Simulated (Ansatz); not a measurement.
## Ni wire along [100], 45 atoms a period: bands along the axis

Wanted: the relaxed geometry and the bands of the Ni wire along [100], 45 atoms a period.

Calculated with Ansatz 0.2.0; DFT PBE, plane waves, PAW; relaxation of a wire's period; PAW set soft_1, in the first sound run; inputs show where later runs differ.

**1. Starting point**

The cell holds 45 atoms: 45 Ni. Its edges and angles: a = 17.360 Å, b = 17.360 Å, c = 3.520 Å, α = 90.0°, β = 90.0°, γ = 90.0°. Vacuum lies along a and b. The structure's axis is c.

**2. Relaxing the period**

Band widths follow the bond lengths, so the wire is relaxed first. The atoms and the third cell vector are free; the box across stays fixed as vacuum. Moments are seeded so that a magnetic state can form if it lies lower. A Fermi-Dirac smearing is set since the result may be a metal. The pressure printed is a third of the stress's trace over the whole box, vacuum included; only the stress along the axis is relaxed.

The input, input.yaml:

```yaml
crystal:
  lattice:
    - [17.36, 0.0, 0.0]
    - [0.0, 17.36, 0.0]
    - [0.0, 0.0, 3.52]
  atoms:
    - { symbol: Ni, position: [0.195852535, 0.398617512, 0.0], spin: 0.8 }
    - { symbol: Ni, position: [0.195852535, 0.601382488, 0.0], spin: 0.8 }
    - { symbol: Ni, position: [0.297235023, 0.297235023, 0.0], spin: 0.8 }
    - { symbol: Ni, position: [0.297235023, 0.5, 0.0], spin: 0.8 }
    - { symbol: Ni, position: [0.297235023, 0.702764977, 0.0], spin: 0.8 }
    - { symbol: Ni, position: [0.398617512, 0.195852535, 0.0], spin: 0.8 }
    - { symbol: Ni, position: [0.398617512, 0.398617512, 0.0], spin: 0.8 }
    - { symbol: Ni, position: [0.398617512, 0.601382488, 0.0], spin: 0.8 }
    - { symbol: Ni, position: [0.398617512, 0.804147465, 0.0], spin: 0.8 }
    - { symbol: Ni, position: [0.5, 0.297235023, 0.0], spin: 0.8 }
    - { symbol: Ni, position: [0.5, 0.5, 0.0], spin: 0.8 }
    - { symbol: Ni, position: [0.5, 0.702764977, 0.0], spin: 0.8 }
    - { symbol: Ni, position: [0.601382488, 0.195852535, 0.0], spin: 0.8 }
    - { symbol: Ni, position: [0.601382488, 0.398617512, 0.0], spin: 0.8 }
    - { symbol: Ni, position: [0.601382488, 0.601382488, 0.0], spin: 0.8 }
    - { symbol: Ni, position: [0.601382488, 0.804147465, 0.0], spin: 0.8 }
    - { symbol: Ni, position: [0.702764977, 0.297235023, 0.0], spin: 0.8 }
    - { symbol: Ni, position: [0.702764977, 0.5, 0.0], spin: 0.8 }
    - { symbol: Ni, position: [0.702764977, 0.702764977, 0.0], spin: 0.8 }
    - { symbol: Ni, position: [0.804147465, 0.398617512, 0.0], spin: 0.8 }
    - { symbol: Ni, position: [0.804147465, 0.601382488, 0.0], spin: 0.8 }
    - { symbol: Ni, position: [0.195852535, 0.297235023, 0.5], spin: 0.8 }
    - { symbol: Ni, position: [0.195852535, 0.5, 0.5], spin: 0.8 }
    - { symbol: Ni, position: [0.195852535, 0.702764977, 0.5], spin: 0.8 }
    - { symbol: Ni, position: [0.297235023, 0.195852535, 0.5], spin: 0.8 }
    - { symbol: Ni, position: [0.297235023, 0.398617512, 0.5], spin: 0.8 }
    - { symbol: Ni, position: [0.297235023, 0.601382488, 0.5], spin: 0.8 }
    - { symbol: Ni, position: [0.297235023, 0.804147465, 0.5], spin: 0.8 }
    - { symbol: Ni, position: [0.398617512, 0.297235023, 0.5], spin: 0.8 }
    - { symbol: Ni, position: [0.398617512, 0.5, 0.5], spin: 0.8 }
    - { symbol: Ni, position: [0.398617512, 0.702764977, 0.5], spin: 0.8 }
    - { symbol: Ni, position: [0.5, 0.195852535, 0.5], spin: 0.8 }
    - { symbol: Ni, position: [0.5, 0.398617512, 0.5], spin: 0.8 }
    - { symbol: Ni, position: [0.5, 0.601382488, 0.5], spin: 0.8 }
    - { symbol: Ni, position: [0.5, 0.804147465, 0.5], spin: 0.8 }
    - { symbol: Ni, position: [0.601382488, 0.297235023, 0.5], spin: 0.8 }
    - { symbol: Ni, position: [0.601382488, 0.5, 0.5], spin: 0.8 }
    - { symbol: Ni, position: [0.601382488, 0.702764977, 0.5], spin: 0.8 }
    - { symbol: Ni, position: [0.702764977, 0.195852535, 0.5], spin: 0.8 }
    - { symbol: Ni, position: [0.702764977, 0.398617512, 0.5], spin: 0.8 }
    - { symbol: Ni, position: [0.702764977, 0.601382488, 0.5], spin: 0.8 }
    - { symbol: Ni, position: [0.702764977, 0.804147465, 0.5], spin: 0.8 }
    - { symbol: Ni, position: [0.804147465, 0.297235023, 0.5], spin: 0.8 }
    - { symbol: Ni, position: [0.804147465, 0.5, 0.5], spin: 0.8 }
    - { symbol: Ni, position: [0.804147465, 0.702764977, 0.5], spin: 0.8 }
magnetization:
  spin_polarized: true
kpoints:
  mp_grid: { grid: [1, 1, 23] }
scf:
  occupations: { method: fermi_dirac, width: 0.05 }
hamiltonian:
  xc: pbe
  pseudopotentials: { kind: paw, azcp: { folder: soft_1 } }
relax:
  cell: { fix: [a, b, alpha, beta, gamma] }
  max_steps: 45
  f_tol: 0.03
```

Started as:

```bash
> ansatz run input.yaml --threads 16 --pin off --max-ram 61440MiB --backend cuda --events-out ev --progress --plain --runs-dir out --max-vram 78GiB
```

Numbers of over 12 decimals in the logs are rounded to 6 here.

The program printed:

```text
Engine: ansatz 0.2.0, aarch64-unknown-linux-gnu
Pseudopotentials: kind: paw
Pseudopotential: Ni, paw, valence charge 18, recommended cutoff 420 eV (normal), soft_1/Ni.paw.azcp
Functional definition: PBE
  parameter kappa = 0.804
  parameter beta = 0.066725
  exchange = pbe_x(kappa = kappa, mu = beta*pi^2/3)
  correlation = pbe_c(beta = beta)
concurrent solve slots: 12 of 16 are kept, ahead of what memory takes: no pass of the eigensolver takes more rounds on 12
[...]
Crystal: 45 atoms, lattice volume = 1060.821 Å³
Basis set: ecut = 420 eV, 20655 PW (Γ), exchange–correlation on 240×240×48 points (8 copies of the dense FFT grid, shifted against one another)
Bands: 508, of which v1, the nominal top of the filled ones, is band 405 counted from 1 (404 counted from 0)
Symmetry: 16 space group operations
Space group: P4/mmm (ITA 123), of the structure as read, at distance tolerance 1.0e-4 Å
Magnetic group: BNS 123.339 (UNI 999), of the structure as read, at distance tolerance 1.0e-4 Å
k-points: 12 of 23
Non-local potential: Ni, projectors of the file, l = 0: 3, l = 1: 2, l = 2: 3, l = 3: 1
PAW form: soft (Blöchl's): semilocal exchange-correlation on the pseudo side does not see the compensation charge
PAW one-centre angular grid: Ni, 590 points (default); XC on 64 Gauss nodes
Initial density: superposition of atomic densities (neutral atoms: chi_scale 0, normalization atom)
Starting moments: Σ|m| = 36 μB on 45 of 45 sites
Initial wavefunctions: pseudopotential atomic-orbital guess
[...]
Functional: x = pbe(κ = 0.804, μ = 0.219515), c = pbe(β = 0.066725)
SCF iter   1: F=—  HF=-262727.491470 eV  |F-HF|=—  |Δ(HF+E_count)|=         —  Δρ=2.69e-2 (↑1.94e-2 ↓2.69e-2)  dr2=7.66e1  dr2_m=2.38e0  M=36.261 μB ∫|m|=37.965 μB  β_m=0.30  ethr=3.10e-3  ⟨swp⟩=7.2  Hψ=50598  notcnv=0  defer=583
Mixer restart at iter 1: flushing history
preconditioner: auto → LDOS  [metal: Δε(μ)=0.001 eV  Ē_g=7.041 eV  σ=0.050 eV  W_gap=0.00  n_scr=338 (ndim 8)  ℏωp=24.2 eV  f_vac=0.446  D(μ)=94.75/eV (n_scr^D=1172)]
spin=Collinear: LDOS preconditioning applied to the charge; magnetization (m = ρ↑ − ρ↓) channel mixes plain (no charge-response kernel on spin).
SCF iter   2: F=—  HF=-262731.906431 eV  |F-HF|=—  |Δ(HF+E_count)|=    4.41e0  Δρ=2.09e-2 (↑2.09e-2 ↓1.07e-2)  dr2=1.18e1  dr2_m=1.15e0  M=35.521 μB ∫|m|=37.991 μB  β_m=0.34  ethr=3.10e-3  ⟨swp⟩=2.0  Hψ=19662  notcnv=0  defer=1665
[...]
SCF iter  19: F=-262764.973191 eV  HF=-262764.973191 eV  |F-HF|=1.92e-8  |Δ(HF+E_count)|=  9.90e-10  Δρ=1.08e-6 (↑4.31e-7 ↓1.08e-6)  dr2=1.98e-8  dr2_m=1.37e-9  M=31.460 μB ∫|m|=35.776 μB  ethr=4.32e-12  ⟨swp⟩=2.0  Hψ=35550  notcnv=0
SCF 1 converged in 19 iterations: F = -262764.973191 eV  dr2 = 1.98e-8
  greatest PAW one-centre occupation: 1.001 electrons in one spin orbital (limit 2), on the Ni atom at site 41 (counted from 0), in its partial waves of l = 1
relax step   1: F+E_penalty+E_count = -262764.97319117 eV  Δ(F+E_penalty+E_count) = +0.000e0 eV  max|allowed force component| = 7.263e-1 eV/Å  Δτ_max = 0.0000 Å  P = -3.211 GPa  Ω = 1060.821 Å³  fix = [a, b, alpha, beta, gamma]  reactions: a -2.825, b -2.825 GPa  (19 SCF iters, dr2 threshold 1.00e-7 eV, accepted)
concurrent solve slots: 12 of 16 are kept, ahead of what memory takes: no pass of the eigensolver takes more rounds on 12
[...]
Crystal: 45 atoms, lattice volume = 1049.563 Å³
Basis set: ecut = 420 eV, 20447 PW (Γ), exchange–correlation on 240×240×48 points (8 copies of the dense FFT grid, shifted against one another)
[...]
Starting moments: Σ|m| = 36 μB on 45 of 45 sites; this step starts from the density that it was given
[...]
iter 1 solved again at ethr=4.68e-5 eV; its pass at ethr=3.10e-3 eV (dr2=3.79e-1 eV) is discarded
SCF iter   1: F=—  HF=-262765.572626 eV  |F-HF|=—  |Δ(HF+E_count)|=         —  Δρ=3.62e-3 (↑2.77e-3 ↓3.62e-3)  dr2=3.91e-1  dr2_m=3.74e-2  M=31.408 μB ∫|m|=35.615 μB  β_m=0.30  ethr=4.68e-5  ⟨swp⟩=4.0  Hψ=61515  notcnv=0
preconditioner: auto → LDOS  [metal: Δε(μ)=0.003 eV  Ē_g=6.984 eV  σ=0.050 eV  W_gap=0.02  n_scr=346 (ndim 8)  ℏωp=24.3 eV  f_vac=0.468  D(μ)=79.45/eV (n_scr^D=856)]
[...]
SCF 2 converged in 11 iterations: F = -262765.548446 eV  dr2 = 1.43e-6
[...]
SCF 3 converged in 11 iterations: F = -262765.800978 eV  dr2 = 9.81e-7
[...]
SCF 4 converged in 11 iterations: F = -262765.817959 eV  dr2 = 7.68e-7
[...]
SCF 5 converged in 12 iterations: F = -262765.818923 eV  dr2 = 7.83e-9
[...]
SCF 6 converged in 14 iterations: F = -262765.806328 eV  dr2 = 2.63e-11
[...]
SCF converged after 14 iterations
[...]
--- Relaxed structure (5 steps of the walk, 5 accepted, 1 SCFs on fresh bases) ---
  F+E_penalty+E_count = -262765.80632776 eV   max|allowed force component| = 7.685e-3 eV/Å   (the final SCF, on the basis selected at the relaxed cell)
  cell:  # Å, volume = 1028.6601 Å³
    - [17.36, 0.0, 0.0]
    - [0.0, 17.36, 0.0]
    - [0.0, 0.0, 3.413284]
  atoms:
    - { symbol: Ni, position: [0.196667, 0.398855, 0.0] }
    - { symbol: Ni, position: [0.196667, 0.601145, 0.0] }
    - { symbol: Ni, position: [0.294517, 0.294517, 0.0] }
    - { symbol: Ni, position: [0.295899, 0.5, 0.0] }
    - { symbol: Ni, position: [0.294517, 0.705483, 0.0] }
    - { symbol: Ni, position: [0.398855, 0.196667, 0.0] }
    - { symbol: Ni, position: [0.398427, 0.398427, 0.0] }
    - { symbol: Ni, position: [0.398427, 0.601573, 0.0] }
    - { symbol: Ni, position: [0.398855, 0.803333, 0.0] }
    - { symbol: Ni, position: [0.5, 0.295899, 0.0] }
    - { symbol: Ni, position: [0.5, 0.5, 0.0] }
    - { symbol: Ni, position: [0.5, 0.704101, 0.0] }
    - { symbol: Ni, position: [0.601145, 0.196667, 0.0] }
    - { symbol: Ni, position: [0.601573, 0.398427, 0.0] }
    - { symbol: Ni, position: [0.601573, 0.601573, 0.0] }
    - { symbol: Ni, position: [0.601145, 0.803333, 0.0] }
    - { symbol: Ni, position: [0.705483, 0.294517, 0.0] }
    - { symbol: Ni, position: [0.704101, 0.5, 0.0] }
    - { symbol: Ni, position: [0.705483, 0.705483, 0.0] }
    - { symbol: Ni, position: [0.803333, 0.398855, 0.0] }
    - { symbol: Ni, position: [0.803333, 0.601145, 0.0] }
    - { symbol: Ni, position: [0.198725, 0.299670, 0.500000] }
    - { symbol: Ni, position: [0.196379, 0.5, 0.500000] }
    - { symbol: Ni, position: [0.198725, 0.700330, 0.500000] }
    - { symbol: Ni, position: [0.299670, 0.198725, 0.500000] }
    - { symbol: Ni, position: [0.295731, 0.397885, 0.500000] }
    - { symbol: Ni, position: [0.295731, 0.602115, 0.500000] }
    - { symbol: Ni, position: [0.299670, 0.801275, 0.500000] }
    - { symbol: Ni, position: [0.397885, 0.295731, 0.500000] }
    - { symbol: Ni, position: [0.397676, 0.5, 0.500000] }
    - { symbol: Ni, position: [0.397885, 0.704269, 0.500000] }
    - { symbol: Ni, position: [0.5, 0.196379, 0.500000] }
    - { symbol: Ni, position: [0.5, 0.397676, 0.500000] }
    - { symbol: Ni, position: [0.5, 0.602324, 0.500000] }
    - { symbol: Ni, position: [0.5, 0.803621, 0.500000] }
    - { symbol: Ni, position: [0.602115, 0.295731, 0.500000] }
    - { symbol: Ni, position: [0.602324, 0.5, 0.500000] }
    - { symbol: Ni, position: [0.602115, 0.704269, 0.500000] }
    - { symbol: Ni, position: [0.700330, 0.198725, 0.500000] }
    - { symbol: Ni, position: [0.704269, 0.397885, 0.500000] }
    - { symbol: Ni, position: [0.704269, 0.602115, 0.500000] }
    - { symbol: Ni, position: [0.700330, 0.801275, 0.500000] }
    - { symbol: Ni, position: [0.801275, 0.299670, 0.500000] }
    - { symbol: Ni, position: [0.803621, 0.5, 0.500000] }
    - { symbol: Ni, position: [0.801275, 0.700330, 0.500000] }
```

It took 69 s on 1 × NVIDIA GB200 with 16 threads of Arm Neoverse V2, shared host; peak memory 2.1 GiB.

Relaxation path:

| step | energy less that of the first step (eV) | largest force component (eV/Å) | pressure (GPa) | volume (Å³) |
| --- | --- | --- | --- | --- |
| 1 | 0.0000 | 0.7263 | -3.21 | 1060.82 |
| 2 | -0.5753 | 0.4087 | -1.62 | 1049.56 |
| 3 | -0.8278 | 0.1369 | 0.38 | 1032.30 |
| 4 | -0.8448 | 0.0168 | -0.01 | 1026.37 |
| 5 | -0.8457 | 0.0077 | -0.01 | 1028.66 |
| 6 | -0.8331 | 0.0077 | 0.00 | 1028.66 |

The log counts 1 steps on a newly chosen plane-wave basis, not all of them marked here; energy and pressure can jump at such steps.

The run keeps the 16 symmetry operations that it works with, so distortions that break them were not tested.

| cell as run | before | after | change |
| --- | --- | --- | --- |
| c (Å) | 3.520 | 3.413 | -3.0 % |

The atoms that moved most (Å, along periodic axes as changes of fractional coordinates times the final cell, across vacuum about the mean position):

| atom | dx | dy | dz | length |
| --- | --- | --- | --- | --- |
| Ni3 | -0.047 | -0.047 | 0.000 | 0.067 |
| Ni5 | -0.047 | 0.047 | 0.000 | 0.067 |
| Ni19 | 0.047 | 0.047 | 0.000 | 0.067 |
| Ni17 | 0.047 | -0.047 | 0.000 | 0.067 |
| Ni42 | -0.042 | -0.050 | 0.000 | 0.065 |
| Ni45 | -0.050 | -0.042 | 0.000 | 0.065 |
| Ni28 | 0.042 | -0.050 | 0.000 | 0.065 |
| Ni43 | -0.050 | 0.042 | 0.000 | 0.065 |

Numbers from this step:

| Item | Value |
| --- | --- |
| energy at zero smearing | -262765.4872 eV |
| total moment | 31.01 μB |
| absolute moment | 35.15 μB |
| cell length along the wire | 3.413 Å |

Site moment by element, in μB:

| element | atoms | mean | spread (r.m.s.) | least | largest |
| --- | --- | --- | --- | --- | --- |
| Ni | 45 | 0.725 | 0.055 | 0.615 | 0.811 |

The atoms farthest from the mean of their element:

| atom | x, y, z (Å) | site moment (μB) |
| --- | --- | --- |
| Ni33 | 8.68, 6.90, 1.71 | 0.615 |
| Ni30 | 6.90, 8.68, 1.71 | 0.615 |
| Ni34 | 8.68, 10.46, 1.71 | 0.615 |
| Ni37 | 10.46, 8.68, 1.71 | 0.615 |
| Ni22 | 3.45, 5.20, 1.71 | 0.811 |
| Ni39 | 12.16, 3.45, 1.71 | 0.811 |
| Ni28 | 5.20, 13.91, 1.71 | 0.811 |
| Ni43 | 13.91, 5.20, 1.71 | 0.811 |

The cell's length comes to 3.413 Å with an absolute moment of 35.15 μB a cell.

**3. Bands of the perfect wire**

This step: DFT PBE, plane waves, PAW; bands of a perfect wire; PAW set soft_1 (Ansatz 0.2.0).

At the relaxed period the bands are computed along the axis; those that cross an energy going forward count the channels that a perfect wire would open there.

The input, input.yaml:

```yaml
crystal:
  lattice:
    - [17.36, 0.0, 0.0]
    - [0.0, 17.36, 0.0]
    - [0.0, 0.0, 3.4132842262]
  atoms:
    - { symbol: Ni, position: [0.196667097, 0.398855235, 0.0], spin: 0.75 }
    - { symbol: Ni, position: [0.196667097, 0.601144765, 0.0], spin: 0.75 }
    - { symbol: Ni, position: [0.294516558, 0.294516558, 0.0], spin: 0.7 }
    - { symbol: Ni, position: [0.295898607, 0.5, 0.0], spin: 0.69 }
    - { symbol: Ni, position: [0.294516558, 0.705483442, 0.0], spin: 0.7 }
    - { symbol: Ni, position: [0.398855235, 0.196667097, 0.0], spin: 0.75 }
    - { symbol: Ni, position: [0.398426595, 0.398426595, 0.0], spin: 0.7 }
    - { symbol: Ni, position: [0.398426595, 0.601573405, 0.0], spin: 0.7 }
    - { symbol: Ni, position: [0.398855235, 0.803332903, 0.0], spin: 0.75 }
    - { symbol: Ni, position: [0.5, 0.295898607, 0.0], spin: 0.69 }
    - { symbol: Ni, position: [0.5, 0.5, 0.0], spin: 0.69 }
    - { symbol: Ni, position: [0.5, 0.704101393, 0.0], spin: 0.69 }
    - { symbol: Ni, position: [0.601144765, 0.196667097, 0.0], spin: 0.75 }
    - { symbol: Ni, position: [0.601573405, 0.398426595, 0.0], spin: 0.7 }
    - { symbol: Ni, position: [0.601573405, 0.601573405, 0.0], spin: 0.7 }
    - { symbol: Ni, position: [0.601144765, 0.803332903, 0.0], spin: 0.75 }
    - { symbol: Ni, position: [0.705483442, 0.294516558, 0.0], spin: 0.7 }
    - { symbol: Ni, position: [0.704101393, 0.5, 0.0], spin: 0.69 }
    - { symbol: Ni, position: [0.705483442, 0.705483442, 0.0], spin: 0.7 }
    - { symbol: Ni, position: [0.803332903, 0.398855235, 0.0], spin: 0.75 }
    - { symbol: Ni, position: [0.803332903, 0.601144765, 0.0], spin: 0.75 }
    - { symbol: Ni, position: [0.198724754, 0.299669537, 0.5], spin: 0.81 }
    - { symbol: Ni, position: [0.196379143, 0.5, 0.5], spin: 0.77 }
    - { symbol: Ni, position: [0.198724754, 0.700330463, 0.5], spin: 0.81 }
    - { symbol: Ni, position: [0.299669537, 0.198724754, 0.5], spin: 0.81 }
    - { symbol: Ni, position: [0.295731013, 0.397885041, 0.5], spin: 0.7 }
    - { symbol: Ni, position: [0.295731013, 0.602114959, 0.5], spin: 0.7 }
    - { symbol: Ni, position: [0.299669537, 0.801275246, 0.5], spin: 0.81 }
    - { symbol: Ni, position: [0.397885041, 0.295731013, 0.5], spin: 0.7 }
    - { symbol: Ni, position: [0.397676064, 0.5, 0.5], spin: 0.62 }
    - { symbol: Ni, position: [0.397885041, 0.704268987, 0.5], spin: 0.7 }
    - { symbol: Ni, position: [0.5, 0.196379143, 0.5], spin: 0.77 }
    - { symbol: Ni, position: [0.5, 0.397676064, 0.5], spin: 0.62 }
    - { symbol: Ni, position: [0.5, 0.602323936, 0.5], spin: 0.62 }
    - { symbol: Ni, position: [0.5, 0.803620857, 0.5], spin: 0.77 }
    - { symbol: Ni, position: [0.602114959, 0.295731013, 0.5], spin: 0.7 }
    - { symbol: Ni, position: [0.602323936, 0.5, 0.5], spin: 0.62 }
    - { symbol: Ni, position: [0.602114959, 0.704268987, 0.5], spin: 0.7 }
    - { symbol: Ni, position: [0.700330463, 0.198724754, 0.5], spin: 0.81 }
    - { symbol: Ni, position: [0.704268987, 0.397885041, 0.5], spin: 0.7 }
    - { symbol: Ni, position: [0.704268987, 0.602114959, 0.5], spin: 0.7 }
    - { symbol: Ni, position: [0.700330463, 0.801275246, 0.5], spin: 0.81 }
    - { symbol: Ni, position: [0.801275246, 0.299669537, 0.5], spin: 0.81 }
    - { symbol: Ni, position: [0.803620857, 0.5, 0.5], spin: 0.77 }
    - { symbol: Ni, position: [0.801275246, 0.700330463, 0.5], spin: 0.81 }
magnetization:
  spin_polarized: true
kpoints:
  mp_grid: { grid: [1, 1, 24] }
  band_path: { path: ["Γ", Z], npoints: 90 }
scf:
  occupations: { method: fermi_dirac, width: 0.05 }
hamiltonian:
  xc: pbe
  pseudopotentials: { kind: paw, azcp: { folder: soft_1 } }
output:
  dos: { e_range: [-5, 4] }
  write_potential: true
  write_density: true
  volumetric_format: npy
```

The program printed:

```text
[...]
Crystal: 45 atoms, lattice volume = 1028.660 Å³
Basis set: ecut = 420 eV, 20119 PW (Γ)
Bands: 506, of which v1, the nominal top of the filled ones, is band 405 counted from 1 (404 counted from 0)
Symmetry: 16 space group operations
[...]
k-points: 13 of 24
[...]
Starting moments: Σ|m| = 32.69 μB on 45 of 45 sites
[...]
SCF iter   1: F=—  HF=-262727.877562 eV  |F-HF|=—  |Δ(HF+E_count)|=         —  Δρ=3.80e-2 (↑2.48e-2 ↓3.80e-2)  dr2=8.12e1  dr2_m=6.43e0  M=36.692 μB ∫|m|=38.462 μB  β_m=0.30  ethr=3.10e-3  ⟨swp⟩=7.4  Hψ=54515  notcnv=0  defer=712
[...]
SCF iter   6: F=—  HF=-262765.722522 eV  |F-HF|=—  |Δ(HF+E_count)|=   7.19e-1  Δρ=4.57e-3 (↑2.82e-3 ↓4.57e-3)  dr2=2.93e-1  dr2_m=3.50e-2  M=31.415 μB ∫|m|=35.445 μB  β_m=0.74  ethr=5.07e-5  ⟨swp⟩=2.2  Hψ=23059  notcnv=0  defer=1811
[...]
SCF iter  15: F=—  HF=-262765.806561 eV  |F-HF|=—  |Δ(HF+E_count)|=   2.81e-7  Δρ=2.46e-6 (↑1.73e-6 ↓2.46e-6)  dr2=7.90e-8  dr2_m=1.61e-8  M=31.147 μB ∫|m|=35.217 μB  β_m=0.58  ethr=1.67e-10  ⟨swp⟩=2.0  Hψ=23376  notcnv=0  defer=1811
[...]
SCF iter  17: F=-262765.806561 eV  HF=-262765.806561 eV  |F-HF|=1.20e-8  |Δ(HF+E_count)|=   1.26e-8  Δρ=9.36e-7 (↑5.64e-7 ↓9.36e-7)  dr2=1.49e-8  dr2_m=1.31e-9  M=31.147 μB ∫|m|=35.217 μB  ethr=1.00e-12  ⟨swp⟩=13.0  Hψ=69749  notcnv=0
SCF 1 converged in 17 iterations: F = -262765.806561 eV  dr2 = 1.49e-8
[...]
SCF converged after 17 iterations
[...]
```

Run time: 46 s. Hardware: 1 × NVIDIA GB200 with 16 threads; peak memory 5.9 GiB; 9.3 min of CPU time.

Numbers from this step:

```yaml
energy_at_zero_smearing: -262765.4866 eV
total_moment: 31.15 μB
absolute_moment: 35.26 μB
band_gap: 0 eV
```

Between Γ and Z the bands cross the Fermi level 35 times, so a perfect wire would conduct at least 17.5 G₀, with an absolute moment of 35.26 μB a cell.

**4. What came out**

```
cell length, PBE                                            : 3.413 Å
absolute moment, PBE                                        : 35.3 μB
ballistic conductance by band crossings, a lower bound, PBE : 17.5 G₀
```

In words: Under PBE the cell's length is 3.41 Å, the absolute moment is 35.26 μB a cell, and the bands cross the Fermi level 35 times between Γ and Z, which gives a perfect wire at least 17.5 G₀ (opposite crossings within one step of the path cancel in such a count). In the perfect wire the moments were started parallel, and no opposed start was run. No search over magnetic orders was made; another may lie lower.

[Logs are printed without paths, hosts, clocks, repeated set-up lines and the standing remarks that a program may print on its own settings, such as how far it seeks lower states.]

[Hosts, paths, dates, database ids (printed as entryN), source tags and the programs' standing remarks are cut or masked in the printed files.]
